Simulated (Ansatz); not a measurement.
# YMg2TaO6: complex band structure

A new crystal, YMg2TaO6: structure, gap and complex bands. It is built by putting Mg for Sr in the Sr2YTaO6 structure of space group I4/m, with the volume rescaled by atomic radii. The parent structure comes from the Materials Project.

Calculated with Ansatz 0.2.0; PBE DFT, plane waves, PAW files, in the first sound run; inputs show where later runs differ.

Report form: the programs' logs are mostly left out.

The structure was built from a prototype and need not be the compound's stable phase.

**1. Starting point**

Symmetry: I4/m, No. 87, tetragonal system. The conventional cell has a = 5.411 Å, b = 5.411 Å, c = 7.849 Å, α = 90.00°, β = 90.00°, γ = 90.00°. Mg has 8 O at 2.44 to 2.71 Å nearest. Nearest to Y lie 6 O at 2.07 to 2.08 Å. Nearest to Ta lie 6 O at 1.86 Å. Nearest to O lie 1 Ta at 1.86 Å and 1 Y at 2.07 Å and 4 Mg at 2.71 Å. Nearest to O lie 1 Ta at 1.86 Å and 1 Y at 2.08 Å and 2 Mg at 2.44 Å. It derives from Sr2YTaO6. Mg for Sr in the Sr2YTaO6 structure of space group I4/m. Farther neighbours and most contacts between anions are not listed.

**2. Relaxing the new crystal**

The substituted atoms don't fit the parent's cell, so cell and atoms relax together. A small smearing keeps the run stable in case the gap closes on the way.

The input, input.yaml:

```yaml
crystal:
  lattice:
    - [-2.7056173869, 2.7056173869, 3.924358148]
    - [2.7056173869, -2.7056173869, 3.924358148]
    - [2.7056173869, 2.7056173869, -3.924358148]
  atoms:
    - { symbol: Mg, position: [0.75, 0.25, 0.5] }
    - { symbol: Mg, position: [0.25, 0.75, 0.5] }
    - { symbol: "Y", position: [0.0, 0.0, 0.0] }
    - { symbol: Ta, position: [0.5, 0.5, 0.0] }
    - { symbol: O, position: [0.73677076, 0.73677076, 0.0] }
    - { symbol: O, position: [0.26322924, 0.26322924, 0.0] }
    - { symbol: O, position: [0.20380358, 0.67340314, 0.87720672] }
    - { symbol: O, position: [0.79619642, 0.32659686, 0.12279328] }
    - { symbol: O, position: [0.32659686, 0.20380358, 0.53040044] }
    - { symbol: O, position: [0.67340314, 0.79619642, 0.46959956] }
kpoints:
  mp_grid: { grid: [6, 6, 6] }
scf:
  occupations: { method: gaussian, width: 0.03 }
hamiltonian:
  xc: pbe
output:
  forces: true
  stress: true
relax:
  f_tol: 0.02
  max_steps: 60
  cell: {}
```

On the command line:

```
$ ansatz run input.yaml --threads 2 --pin off --max-ram 4096MiB --backend cpu --events-out ev --progress --plain --runs-dir out
```

The job ended after 19 s (2 threads of AMD EPYC 9R45, shared host; peak memory 0.61 GiB; 37 s of CPU time).

Relaxation path:

```tsv
step	energy less that of the first step (eV)	largest force component (eV/Å)	pressure (GPa)	volume (Å³)
1	0.0000	3.8557	37.38	114.91
2	-2.7802	0.3225	-1.53	129.90
3	-2.8465	0.1466	-0.86	128.35
4	-2.8794	0.2121	0.13	128.26
5	-2.8817	0.0625	0.15	128.41
6	-2.8819	0.0153	0.00	128.49
7*	-2.9757	0.0170	1.14	128.49
8	-2.9764	0.0718	0.21	129.40
9	-2.9760	0.0006	-0.02	129.58
10*	-2.9798	0.0006	0.00	129.58
```

Relaxation steps marked * repeat the geometry before them on a plane-wave basis chosen anew for their cell, so energy and pressure can jump there.

The run keeps the 8 symmetry operations that it works with, so distortions that break them were not tested.

```tsv
conventional cell, symmetrised	before	after	change
a (Å)	5.411	5.668	+4.8 %
b (Å)	5.411	5.668	+4.8 %
c (Å)	7.849	8.066	+2.8 %
volume (Å³/atom)	11.49	12.96	+12.8 %
```

The atoms that moved most (Å, as changes of fractional coordinates times the final cell):

```tsv
atom	dx	dy	dz	length
O10	0.172	-0.180	0.000	0.249
O7	-0.180	-0.172	0.000	0.249
O8	0.180	0.172	0.000	0.249
O9	-0.172	0.180	0.000	0.249
O6	0.000	0.000	-0.019	0.019
O5	0.000	0.000	0.019	0.019
```

Final coordinates:

```
Mg Y Ta O
1.0
    -2.83420    2.83420    4.03283
     2.83420   -2.83420    4.03283
     2.83420    2.83420   -4.03283
Mg Y Ta O
2 1 1 6
Cartesian
  0.0000 2.8342 2.0164
  2.8342 0.0000 2.0164
  0.0000 0.0000 0.0000
  0.0000 0.0000 4.0328
  0.0000 0.0000 5.9614
  0.0000 0.0000 2.1042
  3.6372 0.9832 0.0000
  -0.8030 1.8510 4.0328
  0.9832 2.0312 0.0000
  1.8510 0.8030 4.0328
```

Numbers from this step:

| Item | Value |
| --- | --- |
| free energy | -21044.4487 eV |
| Fermi energy | 8.839 eV |
| pressure | -0.003389 GPa |

The largest force component on a free atom ends at 6.0e-4 eV/Å.

**3. Band edges**

The energy window and the wavevectors of the next steps follow from the band edges, so these are searched first, off the mesh as well.

The input, input.yaml:

```yaml
crystal:
  lattice:
    - [-2.8342040607, 2.8342040607, 4.0328304807]
    - [2.8342040607, -2.8342040607, 4.0328304807]
    - [2.8342040607, 2.8342040607, -4.0328304807]
  atoms:
    - { symbol: Mg, position: [0.75, 0.25, 0.5] }
    - { symbol: Mg, position: [0.25, 0.75, 0.5] }
    - { symbol: "Y", position: [0.0, 0.0, 0.0] }
    - { symbol: Ta, position: [0.5, 0.5, 0.0] }
    - { symbol: O, position: [0.7391147321, 0.7391147321, 0.0] }
    - { symbol: O, position: [0.2608852679, 0.2608852679, 0.0] }
    - { symbol: O, position: [0.1734532919, 0.6416654458, 0.8151187378] }
    - { symbol: O, position: [0.8265467081, 0.3583345542, 0.1848812622] }
    - { symbol: O, position: [0.3583345542, 0.1734532919, 0.5317878461] }
    - { symbol: O, position: [0.6416654458, 0.8265467081, 0.4682121539] }
kpoints:
  mp_grid: { grid: [6, 6, 6] }
  band_path: { path: [VBM, CBM], npoints: 30 }
scf:
  occupations: { method: fixed }
hamiltonian:
  xc: pbe
output:
  eigenvalues: true
  write_potential: true
  write_density: true
  volumetric_format: npy
```

It took 8.5 s on 2 threads; peak memory 0.57 GiB.

This step gave:

```
free energy         : -21044.4489 eV
Fermi energy        : 7.878 eV
gap on the k-mesh   : 1.921 eV
gap on path         : 1.921 eV, by band count; negative where bands overlap
direct gap on path  : 1.924 eV
edge places on path : 0, 1.750 1/A along the path
```

Electronic bands along the path, in eV, zero at the Fermi level (highest filled level under fixed occupations); v1 is the highest filled band, c1 the lowest empty one:

```tsv
point	v4	v3	v2	v1	c1	c2	c3	c4
VBM	-1.33	-0.97	0.00	0.00	4.15	4.60	4.65	4.65
halfway	-1.06	-0.79	-0.79	-0.45	4.26	4.26	4.92	5.38
CBM	-0.52	-0.52	0.00	0.00	1.92	3.83	3.83	4.19
```

The searched edges give 1.92 eV, as on the mesh.

**4. Complex bands**

This step: PBE DFT, plane waves, PAW files; complex bands by layer matching along the plane's normal (Ansatz 0.2.0).

The same crystal is laid in a cell whose first two vectors span the (110) plane (indices of the standard conventional cell, whose axes can be ordered otherwise than in the bulk input). At fixed energy and wavevector in the plane the solver finds all kz, real and complex. A few wavevectors are listed, (0, 0) and (-0.5, -0.5) in units of the plane's reciprocal vectors; the slowest state needn't be among them.

The input, input.yaml:

```yaml
crystal:
  lattice:
    - [5.68587258, 0.0, 0.0]
    - [0.034875275, 5.685765623, 0.0]
    - [2.825498653, -2.842882811, 4.008169821]
  atoms:
    - { symbol: Mg, position: [0.25, 0.25, 0.5] }
    - { symbol: Mg, position: [0.75, 0.75, 0.5] }
    - { symbol: "Y", position: [0.0, 0.0, 0.0] }
    - { symbol: Ta, position: [0.5, 0.5, 0.0] }
    - { symbol: O, position: [0.7391147321, 0.7391147321, 0.0] }
    - { symbol: O, position: [0.2608852679, 0.2608852679, 0.0] }
    - { symbol: O, position: [0.3583345542, 0.6416654458, 0.8151187378] }
    - { symbol: O, position: [0.6416654458, 0.3583345542, 0.1848812622] }
    - { symbol: O, position: [0.8265467081, 0.1734532919, 0.5317878461] }
    - { symbol: O, position: [0.1734532919, 0.8265467081, 0.4682121539] }
kpoints:
  mp_grid: { grid: [6, 6, 6] }
scf:
  occupations: { method: fixed }
hamiltonian:
  xc: pbe
output:
  eigenvalues: true
  transmission:
    leads: [[0, 0]]
    kpoints: [[0.0, 0.0], [-0.5, -0.5]]
    e_range: [-1.0, 2.92]
    de: 0.1
```

Elapsed: 23 s, on 2 threads; peak memory 0.92 GiB.

Numbers from this step:

```
level to which the leads are filled                       : 0.9606 eV from the Fermi level
decay constant at the filling level, zone centre          : 0.2017 Å⁻¹
decay constant at the filling level, slowest listed point : 0.2017 Å⁻¹
```

K parallel (0, 0); values up to 1.5 1/Å, a degenerate pair printed once or twice; energies at which all values exceed this have no row. Im kz of the slowest decaying states against energy, zero at the highest filled level on the SCF mesh:

```tsv
energy (eV)	decay 1 (Å⁻¹)	decay 2 (Å⁻¹)	decay 3 (Å⁻¹)	decay 4 (Å⁻¹)
-1.00	0.123	0.144	0.295	0.343
-0.80	0.0795	0.162	0.166	0.386
-0.60	0.0387	0.142	0.175	0.261
-0.40	0.170	0.240	0.283	0.292
-0.20	0.127	0.282	0.444	0.445
0.00	0.0199	0.0295	0.208	0.291
0.20	0.131	0.202	0.285	0.303
0.40	0.168	0.265	0.316	0.333
0.60	0.188	0.306	0.328	0.368
0.80	0.199	0.334	0.338	0.396
1.00	0.202	0.347	0.354	0.419
1.10	0.2	0.352	0.361	0.429
1.30	0.190	0.359	0.371	0.447
1.50	0.169	0.365	0.375	0.452
1.70	0.131	0.371	0.376	0.452
1.90	0.0427	0.374	0.375	0.452
2.10	0.370	0.378	0.453	0.497
2.30	0.364	0.380	0.452	0.505
2.50	0.357	0.381	0.451	0.511
2.70	0.347	0.382	0.449	0.517
2.90	0.336	0.381	0.446	0.512
```

K parallel (0, 0). Re kz of states that move upwards against energy, zero at the highest filled level on the SCF mesh:

```tsv
energy (eV)	channel 1 (Å⁻¹)	channel 2 (Å⁻¹)	channel 3 (Å⁻¹)
-1.00	-0.427	0.680	-
-0.90	-0.373	0.737	-
-0.70	-0.285	-0.0693	-
-0.60	-0.626	-0.402	-0.192
-0.50	-0.378	-0.339	0.146
-0.30	-0.623	-0.227	-
-0.20	-0.522	-0.169	-
-0.10	-0.184	-0.108	-
0.00	-	-	-
0.10	-	-	-
0.20	-	-	-
0.30	-	-	-
0.50	-	-	-
0.60	-	-	-
0.70	-	-	-
0.90	-	-	-
1.00	-	-	-
1.20	-	-	-
1.30	-	-	-
1.40	-	-	-
1.60	-	-	-
1.70	-	-	-
1.80	-	-	-
2.00	0.0847	-	-
2.10	0.131	-	-
2.20	0.167	-	-
2.40	0.227	-	-
2.50	0.255	-	-
2.60	0.281	-	-
2.80	0.329	-	-
2.90	0.353	-	-
```

K parallel (-0.5, -0.5); values up to 1.5 1/Å, a degenerate pair printed once or twice; energies at which all values exceed this have no row. Table of Im kz of the slowest decaying states by energy, zero at the highest filled level on the SCF mesh:

```tsv
energy (eV)	decay 1 (Å⁻¹)	decay 2 (Å⁻¹)	decay 3 (Å⁻¹)	decay 4 (Å⁻¹)
-1.00	0.110	0.115	0.190	0.469
-0.70	0.0756	0.180	0.193	0.499
-0.40	0.191	0.259	0.385	0.517
-0.20	0.158	0.266	0.471	0.485
0.00	0.0130	0.0192	0.222	0.279
0.10	0.107	0.158	0.268	0.286
0.40	0.194	0.273	0.307	0.350
0.70	0.239	0.325	0.330	0.401
1.00	0.268	0.340	0.366	0.437
1.20	0.282	0.348	0.383	0.456
1.50	0.298	0.358	0.400	0.480
1.80	0.309	0.366	0.410	0.472
2.10	0.315	0.371	0.413	0.449
2.30	0.316	0.373	0.413	0.429
2.60	0.315	0.373	0.390	0.408
2.90	0.308	0.337	0.372	0.398
```

At the listed wavevectors the last open channel is at -0.10 eV and the next at +2.00 eV on the grid. At +1.00 eV, the grid energy nearest the filling level (the middle of the gap on the SCF mesh), the slowest state at the listed wavevectors decays with κ = 0.202 Å⁻¹, its amplitude falling by e over 5.0 Å. Through 1 nm of this crystal that state's transmission falls by exp(−2 × 0.202 Å⁻¹ × 10 Å) = 0.018.

**5. Band edges at another level, cutoff 1380 eV**

This step: PBE DFT, plane waves, JTH PAW files (Ansatz 0.2.0).

The edges again with JTH files, at the same atoms. Against that run the cutoff is 1380 eV against 420.

The input, input.yaml:

```yaml
crystal:
  lattice:
    - [-2.8342040607, 2.8342040607, 4.0328304807]
    - [2.8342040607, -2.8342040607, 4.0328304807]
    - [2.8342040607, 2.8342040607, -4.0328304807]
  atoms:
    - { symbol: Mg, position: [0.75, 0.25, 0.5] }
    - { symbol: Mg, position: [0.25, 0.75, 0.5] }
    - { symbol: "Y", position: [0.0, 0.0, 0.0] }
    - { symbol: Ta, position: [0.5, 0.5, 0.0] }
    - { symbol: O, position: [0.7391147321, 0.7391147321, 0.0] }
    - { symbol: O, position: [0.2608852679, 0.2608852679, 0.0] }
    - { symbol: O, position: [0.1734532919, 0.6416654458, 0.8151187378] }
    - { symbol: O, position: [0.8265467081, 0.3583345542, 0.1848812622] }
    - { symbol: O, position: [0.3583345542, 0.1734532919, 0.5317878461] }
    - { symbol: O, position: [0.6416654458, 0.8265467081, 0.4682121539] }
kpoints:
  mp_grid: { grid: [6, 6, 6] }
  band_path: { path: [VBM, CBM], npoints: 30 }
scf:
  occupations: { method: fixed }
hamiltonian:
  xc: pbe
  pseudopotentials: { kind: paw, source: jth }
output:
  eigenvalues: true
```

Run time: 43 s. Hardware: 2 threads; peak memory 1.4 GiB.

Numbers from this step:

```
free energy       : -21001.5946 eV
Fermi energy      : 8.084 eV
gap on the k-mesh : 1.922 eV
gap on path       : 1.922 eV, by band count; negative where bands overlap
```

The electronic bands at the labelled points (eV, zero at the Fermi level (highest filled level under fixed occupations); v1 is the highest filled band, c1 the lowest empty one):

```tsv
point	v4	v3	v2	v1	c1	c2	c3	c4
VBM	-1.33	-0.97	0.00	0.00	4.12	4.60	4.63	4.63
halfway	-1.06	-0.79	-0.79	-0.44	4.24	4.24	4.89	5.38
CBM	-0.51	-0.51	0.00	0.00	1.92	3.81	3.81	4.16
```

The searched edges give 1.92 eV, as on the mesh.

**6. Complex bands at another level**

This step: PBE DFT, plane waves, JTH PAW files; complex bands by layer matching along the plane's normal (Ansatz 0.2.0).

The complex bands at that level, over its own gap, at (0, 0) and (-0.5, -0.5).

The input, input.yaml:

```yaml
crystal:
  lattice:
    - [5.68587258, 0.0, 0.0]
    - [0.034875275, 5.685765623, 0.0]
    - [2.825498653, -2.842882811, 4.008169821]
  atoms:
    - { symbol: Mg, position: [0.25, 0.25, 0.5] }
    - { symbol: Mg, position: [0.75, 0.75, 0.5] }
    - { symbol: "Y", position: [0.0, 0.0, 0.0] }
    - { symbol: Ta, position: [0.5, 0.5, 0.0] }
    - { symbol: O, position: [0.7391147321, 0.7391147321, 0.0] }
    - { symbol: O, position: [0.2608852679, 0.2608852679, 0.0] }
    - { symbol: O, position: [0.3583345542, 0.6416654458, 0.8151187378] }
    - { symbol: O, position: [0.6416654458, 0.3583345542, 0.1848812622] }
    - { symbol: O, position: [0.8265467081, 0.1734532919, 0.5317878461] }
    - { symbol: O, position: [0.1734532919, 0.8265467081, 0.4682121539] }
kpoints:
  mp_grid: { grid: [6, 6, 6] }
scf:
  occupations: { method: fixed }
hamiltonian:
  xc: pbe
  pseudopotentials: { kind: paw, source: jth }
output:
  eigenvalues: true
  transmission:
    leads: [[0, 0]]
    kpoints: [[0.0, 0.0], [-0.5, -0.5]]
    e_range: [-1.0, 2.92]
    de: 0.1
```

Wall time 0.25 s (2 threads); peak memory 0.28 GiB.

The input was rejected at the start.

The program's message: “Error: memory limit exceeded: the `transmission` phase of `transmission` needs 6.15 GiB against the run's memory maximum of 4.00 GiB; largest carriers: transmission 5.73 GiB, unmodelled-tail allowance …”

**7. A check of the settings**

This step: PBE DFT, plane waves, PAW files; complex bands by layer matching along the plane's normal; changed: output.transmission.e_range = [1, -1], scf.max_iter = 60 (Ansatz 0.2.0).

This run repeats an earlier one, its twin (the complex run, plane (110)), with two settings changed (output.transmission.e_range, scf.max_iter; files written aside). The setting was drawn as a possible misstep, on purpose. Where the input is shown as a difference, that is against the step before, not the twin.

input.yaml, as its differences from that of step 6:

```diff
@@ -20,5 +20,5 @@
   occupations: { method: fixed }
+  max_iter: 60
 hamiltonian:
   xc: pbe
-  pseudopotentials: { kind: paw, source: jth }
 output:
@@ -28,3 +28,3 @@
     kpoints: [[0.0, 0.0], [-0.5, -0.5]]
-    e_range: [-1.0, 2.92]
+    e_range: [1, -1]
     de: 0.1
```

Elapsed: 0.05 s, on 2 threads; peak memory 0.1 GiB.

The program refused the input before any cycle.

The program's message: “Error: invalid value for `output.transmission.e_range`: [1, -1] eV must be finite with min < max”

The change that led to it: output.transmission.e_range = [1, -1].

**8. Outcome**

```yaml
band_gap: 1.92 eV
least_decay_constant_at_mid_gap_normal_to_110: 0.202 Å⁻¹
```

What this shows: With PBE, the slowest decay at the wavevectors tried is κ = 0.202 Å⁻¹, normal to (110). Through such a film the transmission near mid-gap falls as exp(−2κd), a factor of ten every 5.7 Å. A free electron under a barrier of half the gap would need a mass of 0.16 mₑ to decay at this rate. The compound is made up by substitution; its stability against other phases and against distortions of the cell's symmetry was not tested. A semilocal functional narrows gaps, so real decay constants are likely larger.

[Logs are printed without paths, hosts, clocks, repeated set-up lines and the standing remarks that a program may print on its own settings, such as how far it seeks lower states.]

[Hosts, paths, dates, database ids (printed as entryN), source tags and the programs' standing remarks are cut or masked in the printed files.]
